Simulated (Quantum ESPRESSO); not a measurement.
## Collinear magnetic orders of Cu (Copper) with Quantum ESPRESSO

Does Cu (Copper) prefer parallel or opposed moments, or none?

Program: Quantum ESPRESSO 7.5. Level of theory: PBE; plane waves with GBRV 1.5 PBE potentials, no spin-orbit coupling. Results are calculated unless marked as measured.

### Step 1. Set-up

Symmetry: Fm-3m, No. 225, cubic system. Conventional cell: a = 3.615 Å, b = 3.615 Å, c = 3.615 Å, α = 90.00°, β = 90.00°, γ = 90.00°. Cu has 12 Cu at 2.56 Å nearest.

The cell comes from the Crystallography Open Database.

### Step 2. Run 1, typed as ferro +

The signs are those of the starting moments on the seeded atoms, the atoms that are given a moment.

pw.in

```
&CONTROL
  calculation = 'scf'
  prefix = 'pwscf'
  outdir = './tmp'
  pseudo_dir = './pseudo'
  disk_io = 'nowf'
/
&SYSTEM
  ibrav = 0
  celldm(1) = 8
  nat = 1
  ntyp = 1
  ecutwfc = 40
  ecutrho = 280
  nbnd = 16
  occupations = 'smearing'
  smearing = 'fd'
  degauss = 0.00367493
  nspin = 2
  starting_magnetization(1) = 0.0263
/
&ELECTRONS
  conv_thr = 2d-09
  electron_maxstep = 150
  mixing_beta = 0.3
/
ATOMIC_SPECIES
Cu     63.5460 cu_pbe_v1.2.uspp.F.UPF
CELL_PARAMETERS alat
   0.0000000000000    0.4269599962826    0.4269599962826
   0.4269599962826    0.0000000000000    0.4269599962826
   0.4269599962826    0.4269599962826    0.0000000000000
ATOMIC_POSITIONS crystal
Cu      0.0000000000    0.0000000000    0.0000000000
K_POINTS automatic
14 14 14 0 0 0
```

Launch:

```bash
OMP_NUM_THREADS=1 mpirun -n 4 pw.x -nk 4 -in pw.in > pw.out
```

The log of the run:

```text
Program PWSCF v.7.5 starts

     Message from routine setup:
     using ibrav=0 with symmetry is DISCOURAGED, use correct ibrav instead

     K-points division:     npool     =       4
     Subspace diagonalization in iterative solution of the eigenvalue problem:

     G-vector sticks info
     --------------------
     sticks:   dense  smooth     PW     G-vecs:    dense   smooth      PW
     Sum         439     253     91                 6231     2733     561

     Using Slab Decomposition

     bravais-lattice index     =            0
     lattice parameter (alat)  =       8.0000  a.u.
     unit-cell volume          =      79.7006 (a.u.)^3
     number of atoms/cell      =            1
     number of atomic types    =            1
     number of electrons       =        19.00
     number of Kohn-Sham states=           16
     kinetic-energy cutoff     =      40.0000  Ry
     charge density cutoff     =     280.0000  Ry
     scf convergence threshold =      2.0E-09
     mixing beta               =       0.3000
     number of iterations used =            8  plain     mixing
     Exchange-correlation= SLA  PW   PBE  PBE
                           (   1   4   3   4   0   0   0)

     celldm(1)=   8.000000  celldm(2)=   0.000000  celldm(3)=   0.000000
     celldm(4)=   0.000000  celldm(5)=   0.000000  celldm(6)=   0.000000

     crystal axes: (cart. coord. in units of alat)
               a(1) = (   0.000000   0.426960   0.426960 )
               a(2) = (   0.426960   0.000000   0.426960 )
               a(3) = (   0.426960   0.426960   0.000000 )

     reciprocal axes: (cart. coord. in units 2 pi/alat)
               b(1) = ( -1.171070  1.171070  1.171070 )
               b(2) = (  1.171070 -1.171070  1.171070 )
               b(3) = (  1.171070  1.171070 -1.171070 )

     PseudoPot. # 1 for Cu read from file:
     cu_pbe_v1.2.uspp.F.UPF
     Pseudo is Ultrasoft + core correction, Zval = 19.0
     Generated by new atomic code, or converted to UPF format
     Using radial grid of  867 points,  6 beta functions with:
                l(1) =   0
                l(2) =   0
                l(3) =   1
                l(4) =   1
                l(5) =   2
                l(6) =   2
     Q(r) pseudized with  8 coefficients,  rinner =    1.150   1.150   1.150
                                                       1.150   1.150

     atomic species   valence    mass     pseudopotential
     Cu               19.00    63.54600     Cu( 1.00)

     Starting magnetic structure
     atomic species   magnetization
     Cu              0.026

     48 Sym. Ops., with inversion, found

   Cartesian axes

     site n.     atom                  positions (alat units)
         1        Cu     tau(   1) = (   0.0000000   0.0000000   0.0000000  )

     number of k points=   104  Fermi-Dirac smearing, width (Ry)=  0.0037

     Number of k-points >= 100: set verbosity='high' to print them.

     Dense  grid:     6231 G-vectors     FFT dimensions: (  25,  25,  25)

     Smooth grid:     2733 G-vectors     FFT dimensions: (  20,  20,  20)

     Generating pointlists ...
     new r_m :   0.2491 (alat units)  1.9926 (a.u.) for type    1

     Initial potential from superposition of free atoms

     starting charge      18.0000, renormalised to      19.0000
     Starting wfcs are   13 randomized atomic wfcs +    3 random wfcs

     Self-consistent Calculation

     iteration #  1     ecut=    40.00 Ry     beta= 0.30
     Davidson diagonalization with overlap
     ethr =  1.00E-02,  avg # of iterations =  5.7

     total energy              =    -402.28295543 Ry
     estimated scf accuracy    <       5.32064182 Ry

     total magnetization       =     0.26 Bohr mag/cell
     absolute magnetization    =     0.29 Bohr mag/cell

     iteration #  2     ecut=    40.00 Ry     beta= 0.30
     Davidson diagonalization with overlap
     ethr =  1.00E-02,  avg # of iterations =  2.1

     total energy              =    -403.67579568 Ry
     estimated scf accuracy    <       0.97609764 Ry

     total magnetization       =     0.02 Bohr mag/cell
     absolute magnetization    =     0.04 Bohr mag/cell

     iteration #  3     ecut=    40.00 Ry     beta= 0.30
     Davidson diagonalization with overlap
     ethr =  5.14E-03,  avg # of iterations =  1.1

     total energy              =    -403.78052515 Ry
     estimated scf accuracy    <       0.03092116 Ry

     total magnetization       =     0.03 Bohr mag/cell
     absolute magnetization    =     0.07 Bohr mag/cell

     [... further iterations left out ...]

     iteration # 10     ecut=    40.00 Ry     beta= 0.30
     Davidson diagonalization with overlap
     ethr =  6.27E-08,  avg # of iterations =  1.4

     total energy              =    -403.78231113 Ry
     estimated scf accuracy    <       0.00000013 Ry

     total magnetization       =     0.00 Bohr mag/cell
     absolute magnetization    =     0.00 Bohr mag/cell

     iteration # 11     ecut=    40.00 Ry     beta= 0.30
     Davidson diagonalization with overlap
     ethr =  6.94E-10,  avg # of iterations =  3.2

     total energy              =    -403.78231120 Ry
     estimated scf accuracy    <       0.00000038 Ry

     total magnetization       =    -0.00 Bohr mag/cell
     absolute magnetization    =     0.00 Bohr mag/cell

     iteration # 12     ecut=    40.00 Ry     beta= 0.30
     Davidson diagonalization with overlap
     ethr =  6.94E-10,  avg # of iterations =  2.0

     total energy              =    -403.78231128 Ry
     estimated scf accuracy    <          6.4E-09 Ry

     total magnetization       =     0.00 Bohr mag/cell
     absolute magnetization    =     0.00 Bohr mag/cell

     iteration # 13     ecut=    40.00 Ry     beta= 0.30
     Davidson diagonalization with overlap
     ethr =  3.36E-11,  avg # of iterations =  1.7

     Magnetic moment per site  (integrated on atomic sphere of radius R)
     atom   1 (R=0.249)  charge= 17.8127  magn=  0.0000

     End of self-consistent calculation

     Number of k-points >= 100: set verbosity='high' to print the bands.

     the Fermi energy is    16.0493 ev

!    total energy              =    -403.78231130 Ry
     estimated scf accuracy    <          1.5E-09 Ry
     smearing contrib. (-TS)   =      -0.00017642 Ry
     internal energy E=F+TS    =    -403.78213488 Ry

     The total energy is F=E-TS. E is the sum of the following terms:
     one-electron contribution =    -268.34118940 Ry
     hartree contribution      =     145.65992190 Ry
     xc contribution           =     -38.81598952 Ry
     ewald contribution        =    -242.28487785 Ry

     total magnetization       =    -0.00 Bohr mag/cell
     absolute magnetization    =     0.00 Bohr mag/cell

     convergence has been achieved in  13 iterations

=------------------------------------------------------------------------------=
   JOB DONE.
=------------------------------------------------------------------------------=
```

It took 3.5 s on 4 MPI ranks of Intel Xeon 6975P-C (Granite Rapids), shared host; peak memory 0.24 GiB.

The spin moment in the atom's sphere vanishes on all atoms.

This step gave:

| Item | Value |
| --- | --- |
| smearing term TS | 0.002400 eV |
| magnetization | 0 μB |
| absolute magnetization | 0 μB |
| final state | non-magnetic |

### Step 3. Run 2 (antiferro q=(0,0,1/2) +−)

The cell is doubled to 2 atoms to hold this order. The wavevector q is in fractions of the reciprocal vectors of the crystal's primitive cell, as the cells of these inputs are built from it; moments change sign between cells as cos(2π q·R).

pw.in

```
&CONTROL
  calculation = 'scf'
  prefix = 'pwscf'
  outdir = './tmp'
  pseudo_dir = './pseudo'
  disk_io = 'nowf'
/
&SYSTEM
  ibrav = 0
  celldm(1) = 8
  nat = 2
  ntyp = 2
  ecutwfc = 40
  ecutrho = 280
  nbnd = 26
  occupations = 'smearing'
  smearing = 'fd'
  degauss = 0.00367493
  nspin = 2
  starting_magnetization(1) = 0.0263
  starting_magnetization(2) = -0.0263
/
&ELECTRONS
  conv_thr = 4d-09
  electron_maxstep = 150
  mixing_beta = 0.3
/
ATOMIC_SPECIES
Cu1    63.5460 cu_pbe_v1.2.uspp.F.UPF
Cu2    63.5460 cu_pbe_v1.2.uspp.F.UPF
CELL_PARAMETERS alat
   0.0000000000000    0.4269599962826    0.4269599962826
   0.4269599962826    0.0000000000000    0.4269599962826
   0.8539199925653    0.8539199925653    0.0000000000000
ATOMIC_POSITIONS crystal
Cu1     0.0000000000    0.0000000000    0.0000000000
Cu2     0.0000000000    0.0000000000    0.5000000000
K_POINTS automatic
14 14 7 0 0 0
```

The log of the run:

```text
[banner, memory and clock lines left out]
Program PWSCF v.7.5 starts

     Message from routine setup:
     using ibrav=0 with symmetry is DISCOURAGED, use correct ibrav instead

     bravais-lattice index     =            0
     lattice parameter (alat)  =       8.0000  a.u.
     unit-cell volume          =     159.4012 (a.u.)^3
     number of atoms/cell      =            2
     number of atomic types    =            2
     number of electrons       =        38.00
     number of Kohn-Sham states=           26
     kinetic-energy cutoff     =      40.0000  Ry
     charge density cutoff     =     280.0000  Ry
     scf convergence threshold =      4.0E-09
     mixing beta               =       0.3000
     number of iterations used =            8  plain     mixing
     Exchange-correlation= SLA  PW   PBE  PBE
                           (   1   4   3   4   0   0   0)

     celldm(1)=   8.000000  celldm(2)=   0.000000  celldm(3)=   0.000000
     celldm(4)=   0.000000  celldm(5)=   0.000000  celldm(6)=   0.000000

     crystal axes: (cart. coord. in units of alat)
               a(1) = (   0.000000   0.426960   0.426960 )
               a(2) = (   0.426960   0.000000   0.426960 )
               a(3) = (   0.853920   0.853920   0.000000 )

     reciprocal axes: (cart. coord. in units 2 pi/alat)
               b(1) = ( -1.171070  1.171070  1.171070 )
               b(2) = (  1.171070 -1.171070  1.171070 )
               b(3) = (  0.585535  0.585535 -0.585535 )

     PseudoPot. # 1 for Cu read from file:
     cu_pbe_v1.2.uspp.F.UPF
     Pseudo is Ultrasoft + core correction, Zval = 19.0

     PseudoPot. # 2 for Cu read from file:
     cu_pbe_v1.2.uspp.F.UPF
     Pseudo is Ultrasoft + core correction, Zval = 19.0

     atomic species   valence    mass     pseudopotential
     Cu1              19.00    63.54600     Cu( 1.00)
     Cu2              19.00    63.54600     Cu( 1.00)

     Starting magnetic structure
     atomic species   magnetization
     Cu1             0.026
     Cu2            -0.026

     12 Sym. Ops., with inversion, found

   Cartesian axes

     site n.     atom                  positions (alat units)
         1        Cu1    tau(   1) = (   0.0000000   0.0000000   0.0000000  )
         2        Cu2    tau(   2) = (   0.4269600   0.4269600   0.0000000  )

     number of k points=   144  Fermi-Dirac smearing, width (Ry)=  0.0037

     Number of k-points >= 100: set verbosity='high' to print them.

     Dense  grid:    12553 G-vectors     FFT dimensions: (  25,  25,  54)

     Smooth grid:     5497 G-vectors     FFT dimensions: (  20,  20,  40)

     Generating pointlists ...
     new r_m :   0.2491 (alat units)  1.9926 (a.u.) for type    1
     new r_m :   0.2491 (alat units)  1.9926 (a.u.) for type    2

     Initial potential from superposition of free atoms

     starting charge      36.0000, renormalised to      38.0000
     Starting wfcs are   26 randomized atomic wfcs

     Self-consistent Calculation

     iteration #  1     ecut=    40.00 Ry     beta= 0.30
     Davidson diagonalization with overlap
     ethr =  1.00E-02,  avg # of iterations =  4.9

     total energy              =    -804.70979449 Ry
     estimated scf accuracy    <      10.31019883 Ry

     total magnetization       =     0.00 Bohr mag/cell
     absolute magnetization    =     0.54 Bohr mag/cell

     iteration #  2     ecut=    40.00 Ry     beta= 0.30
     Davidson diagonalization with overlap
     ethr =  1.00E-02,  avg # of iterations =  3.0

     total energy              =    -807.37317500 Ry
     estimated scf accuracy    <       1.74860769 Ry

     total magnetization       =    -0.00 Bohr mag/cell
     absolute magnetization    =     0.10 Bohr mag/cell

     [... further iterations left out ...]

     iteration # 13     ecut=    40.00 Ry     beta= 0.30
     Davidson diagonalization with overlap
     ethr =  1.68E-09,  avg # of iterations =  2.1

     total energy              =    -807.56462258 Ry
     estimated scf accuracy    <          9.6E-09 Ry

     total magnetization       =    -0.00 Bohr mag/cell
     absolute magnetization    =     0.00 Bohr mag/cell

     iteration # 14     ecut=    40.00 Ry     beta= 0.30
     Davidson diagonalization with overlap
     ethr =  2.53E-11,  avg # of iterations =  3.0

     Magnetic moment per site  (integrated on atomic sphere of radius R)
     atom   1 (R=0.249)  charge= 17.8131  magn=  0.0000
     atom   2 (R=0.249)  charge= 17.8131  magn= -0.0000

     End of self-consistent calculation

     Number of k-points >= 100: set verbosity='high' to print the bands.

     the Fermi energy is    16.0494 ev

!    total energy              =    -807.56462260 Ry
     estimated scf accuracy    <          1.3E-09 Ry
     smearing contrib. (-TS)   =      -0.00035286 Ry
     internal energy E=F+TS    =    -807.56426974 Ry

     The total energy is F=E-TS. E is the sum of the following terms:
     one-electron contribution =    -536.68093314 Ry
     hartree contribution      =     291.31821495 Ry
     xc contribution           =     -77.63179584 Ry
     ewald contribution        =    -484.56975571 Ry

     total magnetization       =    -0.00 Bohr mag/cell
     absolute magnetization    =     0.00 Bohr mag/cell

     convergence has been achieved in  14 iterations
```

The job ended after 14 s (4 MPI ranks; peak memory 0.35 GiB; 54 s of CPU time).

The spin moment in the atom's sphere vanishes on all atoms.

This step gave:

```
smearing term TS       : 0.004801 eV
magnetization          : 0 μB
absolute magnetization : 0 μB
final state            : non-magnetic
```

### Step 4. Run 3, typed as antiferro q=(0,1/2,1/2) +−

This order needs a doubled cell of 2 atoms.

Edit pw.in of step 3 so:

```diff
@@ -32,8 +32,8 @@
    0.0000000000000    0.4269599962826    0.4269599962826
-   0.4269599962826    0.0000000000000    0.4269599962826
-   0.8539199925653    0.8539199925653    0.0000000000000
+   0.8539199925653    0.0000000000000    0.8539199925653
+   0.8539199925653    0.4269599962826    0.4269599962826
 ATOMIC_POSITIONS crystal
 Cu1     0.0000000000    0.0000000000    0.0000000000
-Cu2     0.0000000000    0.0000000000    0.5000000000
+Cu2     0.0000000000    0.5000000000    0.0000000000
 K_POINTS automatic
-14 14 7 0 0 0
+14 7 14 0 0 0
```

The log of the run:

```text
     [... lines left out ...]
Program PWSCF v.7.5 starts
     [... lines left out ...]
     number of atoms/cell      =            2
     [... lines left out ...]
     number of electrons       =        38.00
     number of Kohn-Sham states=           26
     kinetic-energy cutoff     =      40.0000  Ry
     charge density cutoff     =     280.0000  Ry
     scf convergence threshold =      4.0E-09
     [... lines left out ...]
     16 Sym. Ops., with inversion, found
     [... lines left out ...]
     number of k points=   144  Fermi-Dirac smearing, width (Ry)=  0.0037
     [... lines left out ...]
     iteration # 14     ecut=    40.00 Ry     beta= 0.30
     [... lines left out ...]
     Magnetic moment per site  (integrated on atomic sphere of radius R)
     atom   1 (R=0.249)  charge= 17.8134  magn=  0.0000
     atom   2 (R=0.249)  charge= 17.8134  magn= -0.0000
     [... lines left out ...]
     the Fermi energy is    16.0494 ev
!    total energy              =    -807.56462255 Ry
     estimated scf accuracy    <          9.5E-10 Ry
     smearing contrib. (-TS)   =      -0.00035287 Ry
     [... lines left out ...]
     total magnetization       =     0.00 Bohr mag/cell
     absolute magnetization    =     0.00 Bohr mag/cell
     convergence has been achieved in  14 iterations
```

Elapsed: 21 s, on 4 MPI ranks; peak memory 0.38 GiB; 81 s of CPU time.

The spin moment in the atom's sphere vanishes on all atoms.

Read from the output:

| Quantity | Value |
| --- | --- |
| smearing term TS | 0.004801 eV |
| magnetization | 0 μB |
| absolute magnetization | 0 μB |
| final state | non-magnetic |

### Step 5. Start 4: no spin polarisation

pw.in

```
&CONTROL
  calculation = 'scf'
  prefix = 'pwscf'
  outdir = './tmp'
  pseudo_dir = './pseudo'
  disk_io = 'nowf'
/
&SYSTEM
  ibrav = 0
  celldm(1) = 8
  nat = 1
  ntyp = 1
  ecutwfc = 40
  ecutrho = 280
  nbnd = 15
  occupations = 'smearing'
  smearing = 'fd'
  degauss = 0.00367493
/
&ELECTRONS
  conv_thr = 2d-09
  electron_maxstep = 150
  mixing_beta = 0.3
/
ATOMIC_SPECIES
Cu     63.5460 cu_pbe_v1.2.uspp.F.UPF
CELL_PARAMETERS alat
   0.0000000000000    0.4269599962826    0.4269599962826
   0.4269599962826    0.0000000000000    0.4269599962826
   0.4269599962826    0.4269599962826    0.0000000000000
ATOMIC_POSITIONS crystal
Cu      0.0000000000    0.0000000000    0.0000000000
K_POINTS automatic
14 14 14 0 0 0
```

The log of the run:

```text
     [... lines left out ...]
Program PWSCF v.7.5 starts
     [... lines left out ...]
     number of atoms/cell      =            1
     [... lines left out ...]
     number of electrons       =        19.00
     number of Kohn-Sham states=           15
     kinetic-energy cutoff     =      40.0000  Ry
     charge density cutoff     =     280.0000  Ry
     scf convergence threshold =      2.0E-09
     [... lines left out ...]
     48 Sym. Ops., with inversion, found
     [... lines left out ...]
     number of k points=   104  Fermi-Dirac smearing, width (Ry)=  0.0037
     [... lines left out ...]
     iteration # 12     ecut=    40.00 Ry     beta= 0.30
     [... lines left out ...]
     the Fermi energy is    16.0493 ev
!    total energy              =    -403.78231366 Ry
     estimated scf accuracy    <          1.7E-09 Ry
     smearing contrib. (-TS)   =      -0.00017643 Ry
     [... lines left out ...]
     convergence has been achieved in  12 iterations
```

The job ended after 2.2 s (4 MPI ranks; peak memory 0.23 GiB).

Read from the output:

| Property | Result |
| --- | --- |
| smearing term TS | 0.002400 eV |
| final state | non-magnetic (no spin polarisation) |

### Step 6. Energies of the orders

An order is kept where moments of 0.15 μB or more survive with the typed signs; meshes match where a doubled cell samples the same k points as the first cell.

Orders:

| start | final state | typed order kept | energy over the lowest (meV a seeded atom) | largest site moment (μB) | net moment (μB a cell of the first run) | mesh matched | CPU time (s) |
| --- | --- | --- | --- | --- | --- | --- | --- |
| ferro + | non-magnetic | no | 0.0321 | 0 | 0 | yes | 13.1 |
| antiferro q=(0,0,1/2) +- | non-magnetic | no | 0.03208 | 0 | 0 | yes | 54.24 |
| antiferro q=(0,1/2,1/2) +- | non-magnetic | no | 0.0324 | 0 | 0 | yes | 81.39 |
| no spin polarisation | non-magnetic | - | 0 | 0 | 0 | yes | 7.99 |

### Step 7. What came out

| Property | Result |
| --- | --- |
| lowest state found | non-magnetic (from ferro +, antiferro q=(0,0,1/2) +-, antiferro q=(0,1/2,1/2) +- and no spin polarisation) |
| largest site moment | 0 μB |

The lowest state carries no moment, and no start kept one. This is the lowest of 4 collinear or spinless starts, no proof of the ground state.

[Logs and program files are shortened in this print: banners, set-up blocks, solver, clock and traceback lines can be left out without a mark of their own.]

[Logs are printed without paths, hosts, clocks, repeated set-up lines and the standing remarks that a program may print on its own settings, such as how far it seeks lower states.]

[Hosts, paths, dates, database ids (printed as entryN), source tags and the programs' standing remarks are cut or masked in the printed files.]

[Where a cell is said to come from a database of computed structures, the database is the Materials Project.]
